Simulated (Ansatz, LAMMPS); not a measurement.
**Which site? P in place of Ge in amorphous Ge (72 atoms)**

At which site of amorphous Ge (72 atoms) does P in place of Ge cost least, and what about the site decides it?

Method: Kohn-Sham DFT, PBE, PAW (set soft_2), plane waves, in Ansatz 0.2.0.

## Step 1: Set-up

The cell holds 72 atoms: 72 Ge. Cell: a = 11.980 Å, b = 11.980 Å, c = 11.980 Å, α = 90.0°, β = 90.0°, γ = 90.0°. 72 atoms (72 Ge) placed at random at 5.05 g/cm³, melted at 3500 K for 10 ps at fixed volume with the Tersoff potential (Tersoff, Phys. Rev. B 39, 5566 (1989)). Quenched from 3500 K to 300 K at 20 K/ps and fixed volume, annealed at 800 K for 20 ps, held 5 ps, then minimised at fixed cell.

What the set-up can't give: The quench rate of 20 K/ps is many orders above laboratory rates, so the cell is likely richer in defects and strain than a real sample. The starting topology of bonds comes from the classical model, and needn't be the one that DFT or experiment would give. Only the Γ point is sampled, in a cell whose shortest periodic width is 12 Å.

## Step 2: Single point at the start

The forces at the start show how far the geometry lies from a minimum of this functional.

input.yaml reads:

```yaml
crystal:
  lattice:
    - [11.9803, 0.0, 0.0]
    - [0.0, 11.9803, 0.0]
    - [0.0, 0.0, 11.9803]
  atoms:
    - { symbol: Ge, position: [0.26257, 0.00622, 0.7649] }
    - { symbol: Ge, position: [0.36489, 0.56966, 0.39739] }
    - { symbol: Ge, position: [0.76638, 0.83045, 0.776] }
    - { symbol: Ge, position: [0.37075, 0.41025, 0.87053] }
    - { symbol: Ge, position: [0.13555, 0.05381, 0.49325] }
    - { symbol: Ge, position: [0.19762, 0.64897, 0.68963] }
    - { symbol: Ge, position: [0.04601, 0.88658, 0.27751] }
    - { symbol: Ge, position: [0.08015, 0.4392, 0.51163] }
    - { symbol: Ge, position: [0.99333, 0.54558, 0.91236] }
    - { symbol: Ge, position: [0.9774, 0.0235, 0.96048] }
    - { symbol: Ge, position: [0.56019, 0.20575, 0.27854] }
    - { symbol: Ge, position: [0.61641, 0.96783, 0.72378] }
    - { symbol: Ge, position: [0.087, 0.9084, 0.8239] }
    - { symbol: Ge, position: [0.67492, 0.06512, 0.54926] }
    - { symbol: Ge, position: [0.54706, 0.80537, 0.39078] }
    - { symbol: Ge, position: [0.22303, 0.88599, 0.40309] }
    - { symbol: Ge, position: [0.50113, 0.1346, 0.4646] }
    - { symbol: Ge, position: [0.23625, 0.72356, 0.07118] }
    - { symbol: Ge, position: [0.7246, 0.39214, 0.60943] }
    - { symbol: Ge, position: [0.42206, 0.41383, 0.06865] }
    - { symbol: Ge, position: [0.05962, 0.05509, 0.15888] }
    - { symbol: Ge, position: [0.23487, 0.30587, 0.29157] }
    - { symbol: Ge, position: [0.66097, 0.95486, 0.04254] }
    - { symbol: Ge, position: [0.68855, 0.61859, 0.00052] }
    - { symbol: Ge, position: [0.29419, 0.8847, 0.20438] }
    - { symbol: Ge, position: [0.91832, 0.29241, 0.74826] }
    - { symbol: Ge, position: [0.38806, 0.71456, 0.75047] }
    - { symbol: Ge, position: [0.70759, 0.63357, 0.79515] }
    - { symbol: Ge, position: [0.67632, 0.38513, 0.26105] }
    - { symbol: Ge, position: [0.547, 0.62009, 0.48443] }
    - { symbol: Ge, position: [0.69541, 0.05955, 0.21368] }
    - { symbol: Ge, position: [0.53255, 0.37129, 0.7276] }
    - { symbol: Ge, position: [0.53747, 0.58718, 0.691] }
    - { symbol: Ge, position: [0.14471, 0.46389, 0.19896] }
    - { symbol: Ge, position: [0.87321, 0.34102, 0.23931] }
    - { symbol: Ge, position: [0.83258, 0.87754, 0.96501] }
    - { symbol: Ge, position: [0.8856, 0.85833, 0.40347] }
    - { symbol: Ge, position: [0.95566, 0.29479, 0.42178] }
    - { symbol: Ge, position: [0.71014, 0.51005, 0.43363] }
    - { symbol: Ge, position: [0.83529, 0.19934, 0.57274] }
    - { symbol: Ge, position: [0.33713, 0.56803, 0.18052] }
    - { symbol: Ge, position: [0.62549, 0.42977, 0.06085] }
    - { symbol: Ge, position: [0.45459, 0.75253, 0.21536] }
    - { symbol: Ge, position: [0.40326, 0.26906, 0.58348] }
    - { symbol: Ge, position: [0.109, 0.32735, 0.6887] }
    - { symbol: Ge, position: [0.20996, 0.687, 0.46978] }
    - { symbol: Ge, position: [0.87474, 0.22537, 0.94395] }
    - { symbol: Ge, position: [0.70398, 0.94012, 0.38162] }
    - { symbol: Ge, position: [0.23094, 0.16689, 0.64331] }
    - { symbol: Ge, position: [0.0505, 0.71341, 0.17361] }
    - { symbol: Ge, position: [0.86352, 0.50486, 0.74174] }
    - { symbol: Ge, position: [0.65323, 0.27645, 0.90419] }
    - { symbol: Ge, position: [0.95014, 0.83993, 0.68338] }
    - { symbol: Ge, position: [0.98651, 0.62446, 0.61914] }
    - { symbol: Ge, position: [0.94674, 0.99691, 0.5489] }
    - { symbol: Ge, position: [0.18153, 0.47345, 0.80828] }
    - { symbol: Ge, position: [0.41466, 0.9375, 0.47467] }
    - { symbol: Ge, position: [0.86837, 0.15781, 0.15244] }
    - { symbol: Ge, position: [0.12913, 0.71431, 0.88689] }
    - { symbol: Ge, position: [0.8799, 0.64814, 0.43678] }
    - { symbol: Ge, position: [0.09416, 0.17074, 0.33426] }
    - { symbol: Ge, position: [0.28726, 0.39554, 0.46502] }
    - { symbol: Ge, position: [0.98789, 0.39325, 0.06105] }
    - { symbol: Ge, position: [0.57356, 0.07463, 0.89997] }
    - { symbol: Ge, position: [0.27982, 0.06853, 0.10399] }
    - { symbol: Ge, position: [0.88927, 0.68659, 0.03948] }
    - { symbol: Ge, position: [0.56489, 0.77535, 0.04972] }
    - { symbol: Ge, position: [0.4217, 0.90186, 0.67493] }
    - { symbol: Ge, position: [0.38449, 0.23647, 0.1739] }
    - { symbol: Ge, position: [0.39114, 0.79692, 0.94301] }
    - { symbol: Ge, position: [0.06199, 0.5881, 0.34917] }
    - { symbol: Ge, position: [0.37648, 0.00677, 0.93319] }
kpoints:
  mp_grid: { grid: [1, 1, 1] }
hamiltonian:
  xc: pbe
scf:
  occupations: { method: fermi_dirac, width: 0.025 }
output:
  forces: true
```

On the command line:

```
ansatz run input.yaml --threads 4 --pin off --max-ram 15872MiB --backend cpu --events-out ev --progress --plain --runs-dir out
```

Numbers of over 12 decimals in the logs are rounded to 6 here.

Output:

```text
[...]
Pseudopotentials: kind: paw
Pseudopotential: Ge, paw, valence charge 14, recommended cutoff 420 eV (normal), Ge.paw.azcp
[...]
Crystal: 72 atoms, lattice volume = 1719.504 Å³
Basis set: ecut = 420 eV, 33401 PW (Γ), exchange–correlation on 162×162×162 points (8 copies of the dense FFT grid, shifted against one another)
Bands: 576, of which v1, the nominal top of the filled ones, is band 504 counted from 1 (503 counted from 0)
Symmetry: 1 space group operations
Space group: P1 (ITA 1), of the structure as read, at distance tolerance 1.2e-4 Å
k-points: 1
[...]
Initial density: superposition of atomic densities (neutral atoms: chi_scale 0, normalization atom), corrected by the library's trained network
Initial wavefunctions: pseudopotential atomic-orbital guess
[...]
SCF iter   1: F=—  HF=-309220.987355 eV  |F-HF|=—  |Δ(HF+E_count)|=         —  Δρ=3.71e-3  dr2=6.98e-1  ethr=1.77e-3  ⟨swp⟩=6.0  Hψ=2037  notcnv=0
preconditioner: auto → LDOS  [insulator: Δε(μ)=0.106 eV  Ē_g=21.380 eV  σ=0.025 eV  W_gap=0.79  n_scr=460 (ndim 8)  ℏωp=28.4 eV  f_vac=0.101  D(μ)=16.39/eV (n_scr^D=80)  ε∞_Penn≈2.8  β→1.0]
[...]
SCF iter   9: F=—  HF=-309220.846275 eV  |F-HF|=—  |Δ(HF+E_count)|=   6.16e-8  Δρ=1.74e-6  dr2=1.35e-7  ethr=7.04e-11  ⟨swp⟩=2.0  Hψ=995  notcnv=0  defer=57
SCF iter  10: F=-309220.846275 eV  HF=-309220.846275 eV  |F-HF|=1.02e-8  |Δ(HF+E_count)|=   1.15e-8  Δρ=6.37e-7  dr2=1.58e-8  ethr=9.92e-12  ⟨swp⟩=3.0  Hψ=1566  notcnv=0
SCF 1 converged in 10 iterations: F = -309220.846275 eV  dr2 = 1.58e-8
[...]
SCF converged after 10 iterations
Free energy (F): -309220.846275 eV
Harris-Foulkes:  -309220.846275 eV  (|F-HF|=1.02e-8)
Internal energy: -309220.796820 eV  (E = F + TS)
E sigma→0 (E₀):  -309220.821548 eV
Entropy (-TS):   -0.049455 eV (-0.687 meV/atom)
Fermi energy:    7.621929 eV
--- Per-component energies (eV) ---
[...]
Σ components = -309220.846275   (vs F -309220.846275, Δ=0.00e0)
--- Forces (eV/Å), atoms counted from 1 ---
  atom   1  Ge     0.15320615    -0.17426952     0.23214221
  atom   2  Ge     0.31900106     0.41121676    -0.09432104
  atom   3  Ge    -0.15571321     0.12615159    -0.03938845
  atom   4  Ge    -0.06344989    -0.14385507    -0.07680139
[...]
atom  72  Ge    -0.14066740     0.21434660    -0.05469051
  max |Σ_I F_I| component: 1.28e-5 eV/Å
```

Elapsed: 38 s, on 4 threads of Arm Neoverse V1, shared host; peak memory 2.6 GiB; 2.5 min of CPU time.

The column dr2 measures how far the density is from self-consistency, as an energy; F and HF (Harris–Foulkes) agree once it is small.

The r.m.s. force at the start is 0.21 eV/Å.

## Step 3: Relaxation

With the cell held, the atoms are moved downhill towards a nearby minimum.

input.yaml reads:

```yaml
crystal:
  lattice:
    - [11.9803, 0.0, 0.0]
    - [0.0, 11.9803, 0.0]
    - [0.0, 0.0, 11.9803]
  atoms:
    [... the 72 atom lines of step 2 ...]
kpoints:
  mp_grid: { grid: [1, 1, 1] }
hamiltonian:
  xc: pbe
scf:
  occupations: { method: fermi_dirac, width: 0.025 }
output:
  forces: true
relax:
  f_tol: 0.05
  max_steps: 150
```

Output:

```text
[...]
Crystal: 72 atoms, lattice volume = 1719.504 Å³
Basis set: ecut = 420 eV, 33401 PW (Γ), exchange–correlation on 162×162×162 points (8 copies of the dense FFT grid, shifted against one another)
Bands: 605, of which v1, the nominal top of the filled ones, is band 504 counted from 1 (503 counted from 0)
Symmetry: 1 space group operations
[...]
k-points: 1
[...]
SCF iter   1: F=—  HF=-309220.986689 eV  |F-HF|=—  |Δ(HF+E_count)|=         —  Δρ=3.71e-3  dr2=6.98e-1  ethr=1.77e-3  ⟨swp⟩=6.0  Hψ=2143  notcnv=0
[...]
SCF iter   5: F=—  HF=-309220.846288 eV  |F-HF|=—  |Δ(HF+E_count)|=   6.41e-5  Δρ=6.72e-5  dr2=2.09e-4  ethr=1.52e-7  ⟨swp⟩=2.0  Hψ=1024  notcnv=0  defer=86
SCF iter   6: F=-309220.846264 eV  HF=-309220.846275 eV  |F-HF|=1.08e-5  |Δ(HF+E_count)|=   1.30e-5  Δρ=2.24e-5  dr2=1.99e-5  ethr=6.20e-9  ⟨swp⟩=1.0  Hψ=1819  notcnv=0
SCF 1 converged in 6 iterations: F = -309220.846264 eV  dr2 = 1.99e-5
[...]
relax step   1: F+E_penalty+E_count = -309220.84626396 eV  Δ(F+E_penalty+E_count) = +0.000e0 eV  max|allowed force component| = 6.457e-1 eV/Å  Δτ_max = 0.0000 Å  (6 SCF iters, dr2 threshold 6.25e-5 eV, accepted)
[...]
relax step   2: F+E_penalty+E_count = -309221.95491287 eV  Δ(F+E_penalty+E_count) = -1.109e0 eV  max|allowed force component| = 4.014e-1 eV/Å  Δτ_max = 0.1949 Å  (6 SCF iters, dr2 threshold 2.61e-5 eV, accepted)
[...]
relax step   3: F+E_penalty+E_count = -309222.29857564 eV  Δ(F+E_penalty+E_count) = -3.437e-1 eV  max|allowed force component| = 3.312e-1 eV/Å  Δτ_max = 0.1815 Å  (9 SCF iters, dr2 threshold 1.01e-5 eV, accepted)
relax step   4: F+E_penalty+E_count = -309222.43314630 eV  Δ(F+E_penalty+E_count) = -1.346e-1 eV  max|allowed force component| = 2.652e-1 eV/Å  Δτ_max = 0.1129 Å  (7 SCF iters, dr2 threshold 4.24e-5 eV, accepted)
relax step   5: F+E_penalty+E_count = -309222.58190699 eV  Δ(F+E_penalty+E_count) = -1.488e-1 eV  max|allowed force component| = 1.899e-1 eV/Å  Δτ_max = 0.1965 Å  (6 SCF iters, dr2 threshold 4.51e-5 eV, accepted)
relax step   6: F+E_penalty+E_count = -309222.69151985 eV  Δ(F+E_penalty+E_count) = -1.096e-1 eV  max|allowed force component| = 1.893e-1 eV/Å  Δτ_max = 0.1962 Å  (8 SCF iters, dr2 threshold 1.85e-5 eV, accepted)
relax step   7: F+E_penalty+E_count = -309222.81869147 eV  Δ(F+E_penalty+E_count) = -1.272e-1 eV  max|allowed force component| = 1.697e-1 eV/Å  Δτ_max = 0.1988 Å  (7 SCF iters, dr2 threshold 1.84e-5 eV, accepted)
relax step   8: F+E_penalty+E_count = -309222.91788606 eV  Δ(F+E_penalty+E_count) = -9.919e-2 eV  max|allowed force component| = 1.224e-1 eV/Å  Δτ_max = 0.2000 Å  (7 SCF iters, dr2 threshold 2.31e-5 eV, accepted)
relax step   9: F+E_penalty+E_count = -309222.97498382 eV  Δ(F+E_penalty+E_count) = -5.710e-2 eV  max|allowed force component| = 1.230e-1 eV/Å  Δτ_max = 0.1980 Å  (8 SCF iters, dr2 threshold 7.81e-6 eV, accepted)
relax step  10: F+E_penalty+E_count = -309223.02249533 eV  Δ(F+E_penalty+E_count) = -4.751e-2 eV  max|allowed force component| = 1.361e-1 eV/Å  Δτ_max = 0.1194 Å  (7 SCF iters, dr2 threshold 7.88e-6 eV, accepted)
relax step  11: F+E_penalty+E_count = -309223.07132318 eV  Δ(F+E_penalty+E_count) = -4.883e-2 eV  max|allowed force component| = 9.913e-2 eV/Å  Δτ_max = 0.1288 Å  (7 SCF iters, dr2 threshold 1.85e-5 eV, accepted)
relax step  12: F+E_penalty+E_count = -309223.09886344 eV  Δ(F+E_penalty+E_count) = -2.754e-2 eV  max|allowed force component| = 1.161e-1 eV/Å  Δτ_max = 0.0810 Å  (7 SCF iters, dr2 threshold 5.22e-6 eV, accepted)
relax step  13: F+E_penalty+E_count = -309223.12193178 eV  Δ(F+E_penalty+E_count) = -2.307e-2 eV  max|allowed force component| = 7.094e-2 eV/Å  Δτ_max = 0.0747 Å  (7 SCF iters, dr2 threshold 7.15e-6 eV, accepted)
relax step  14: F+E_penalty+E_count = -309223.14728300 eV  Δ(F+E_penalty+E_count) = -2.535e-2 eV  max|allowed force component| = 8.232e-2 eV/Å  Δτ_max = 0.0921 Å  (11 SCF iters, accepted)
relax step  15: F+E_penalty+E_count = -309223.16904533 eV  Δ(F+E_penalty+E_count) = -2.176e-2 eV  max|allowed force component| = 1.464e-1 eV/Å  Δτ_max = 0.1950 Å  (10 SCF iters, dr2 threshold 2.53e-6 eV, accepted)
relax step  16: F+E_penalty+E_count = -309223.20556453 eV  Δ(F+E_penalty+E_count) = -3.652e-2 eV  max|allowed force component| = 1.286e-1 eV/Å  Δτ_max = 0.0615 Å  (7 SCF iters, dr2 threshold 2.14e-5 eV, accepted)
relax step  17: F+E_penalty+E_count = -309223.25576161 eV  Δ(F+E_penalty+E_count) = -5.020e-2 eV  max|allowed force component| = 1.263e-1 eV/Å  Δτ_max = 0.1080 Å  (7 SCF iters, dr2 threshold 1.28e-5 eV, accepted)
relax step  18: F+E_penalty+E_count = -309223.27295683 eV  Δ(F+E_penalty+E_count) = -1.720e-2 eV  max|allowed force component| = 1.507e-1 eV/Å  Δτ_max = 0.1158 Å  (7 SCF iters, dr2 threshold 1.23e-5 eV, accepted)
relax step  19: F+E_penalty+E_count = -309223.28856735 eV  Δ(F+E_penalty+E_count) = -1.561e-2 eV  max|allowed force component| = 8.061e-2 eV/Å  Δτ_max = 0.0682 Å  (7 SCF iters, dr2 threshold 2.19e-5 eV, accepted)
relax step  20: F+E_penalty+E_count = -309223.29042257 eV  Δ(F+E_penalty+E_count) = -1.855e-3 eV  max|allowed force component| = 8.895e-2 eV/Å  Δτ_max = 0.0445 Å  (10 SCF iters, accepted)
relax step  21: F+E_penalty+E_count = -309223.29940112 eV  Δ(F+E_penalty+E_count) = -8.979e-3 eV  max|allowed force component| = 5.411e-2 eV/Å  Δτ_max = 0.0316 Å  (9 SCF iters, accepted)
relax step  22: F+E_penalty+E_count = -309223.30631237 eV  Δ(F+E_penalty+E_count) = -6.911e-3 eV  max|allowed force component| = 6.881e-2 eV/Å  Δτ_max = 0.0668 Å  (10 SCF iters, accepted)
relax step  23: F+E_penalty+E_count = -309223.32746708 eV  Δ(F+E_penalty+E_count) = -2.115e-2 eV  max|allowed force component| = 2.059e-1 eV/Å  Δτ_max = 0.1962 Å  (11 SCF iters, accepted)
relax step  24: F+E_penalty+E_count = -309223.35244212 eV  Δ(F+E_penalty+E_count) = -2.498e-2 eV  max|allowed force component| = 3.775e-1 eV/Å  Δτ_max = 0.1948 Å  (7 SCF iters, dr2 threshold 4.24e-5 eV, accepted)
relax step  25: F+E_penalty+E_count = -309223.40489797 eV  Δ(F+E_penalty+E_count) = -5.246e-2 eV  max|allowed force component| = 3.680e-1 eV/Å  Δτ_max = 0.1176 Å  (6 SCF iters, dr2 threshold 1.00e-4 eV, accepted)
relax step  26: F+E_penalty+E_count = -309223.50728178 eV  Δ(F+E_penalty+E_count) = -1.024e-1 eV  max|allowed force component| = 1.716e-1 eV/Å  Δτ_max = 0.1955 Å  (7 SCF iters, dr2 threshold 1.00e-4 eV, accepted)
relax step  27: F+E_penalty+E_count = -309223.52482230 eV  Δ(F+E_penalty+E_count) = -1.754e-2 eV  max|allowed force component| = 1.653e-1 eV/Å  Δτ_max = 0.1464 Å  (8 SCF iters, dr2 threshold 6.40e-6 eV, accepted)
relax step  28: F+E_penalty+E_count = -309223.55165395 eV  Δ(F+E_penalty+E_count) = -2.683e-2 eV  max|allowed force component| = 7.646e-2 eV/Å  Δτ_max = 0.0490 Å  (7 SCF iters, dr2 threshold 5.94e-6 eV, accepted)
[...]
relax step  29: F+E_penalty+E_count = -309223.55797939 eV  Δ(F+E_penalty+E_count) = -6.325e-3 eV  max|allowed force component| = 2.961e-2 eV/Å  Δτ_max = 0.0575 Å  (10 SCF iters, accepted)
SCF converged after 10 iterations
Free energy (F): -309223.557979 eV
[...]
Internal energy: -309223.552086 eV  (E = F + TS)
E sigma→0 (E₀):  -309223.555032 eV
Entropy (-TS):   -0.005894 eV (-0.082 meV/atom)
Fermi energy:    7.556504 eV
[...]
Σ components = -309223.557979   (vs F -309223.557979, Δ=0.00e0)
--- Forces (eV/Å), atoms counted from 1 ---
  atom   1  Ge    -0.00298680     0.00339792    -0.00037604
  atom   2  Ge    -0.00544504     0.00963358    -0.00102573
  atom   3  Ge    -0.00859658     0.00684844     0.00194387
  atom   4  Ge     0.01303936     0.01209143     0.00105307
[...]
atom  72  Ge     0.00408936     0.00893893    -0.00566548
  max |Σ_I F_I| component: 1.19e-5 eV/Å
--- Relaxed structure (29 steps of the walk, 29 accepted, 0 SCFs on fresh bases) ---
  F+E_penalty+E_count = -309223.55797939 eV   max|allowed force component| = 2.961e-2 eV/Å
  atoms:
    - { symbol: Ge, position: [0.261924, -0.00717908, 0.764953] }
    - { symbol: Ge, position: [0.376736, 0.579991, 0.390295] }
    - { symbol: Ge, position: [0.775822, 0.825762, 0.784347] }
    - { symbol: Ge, position: [0.374771, 0.328036, 0.856947] }
[...]
- { symbol: Ge, position: [0.369992, 0.00926698, 0.934401] }
```

Elapsed: 13 min, on 4 threads; peak memory 2.6 GiB; 51 min of CPU time.

The relaxation converged after 29 steps, 2.71 eV below its start, with a largest force component of 0.030 eV/Å.

(Continued in part 2 of 3.)

[Logs are printed without paths, hosts, clocks, repeated set-up lines and the standing remarks that a program may print on its own settings, such as how far it seeks lower states.]

[Hosts, paths, dates, database ids (printed as entryN), source tags and the programs' standing remarks are cut or masked in the printed files.]
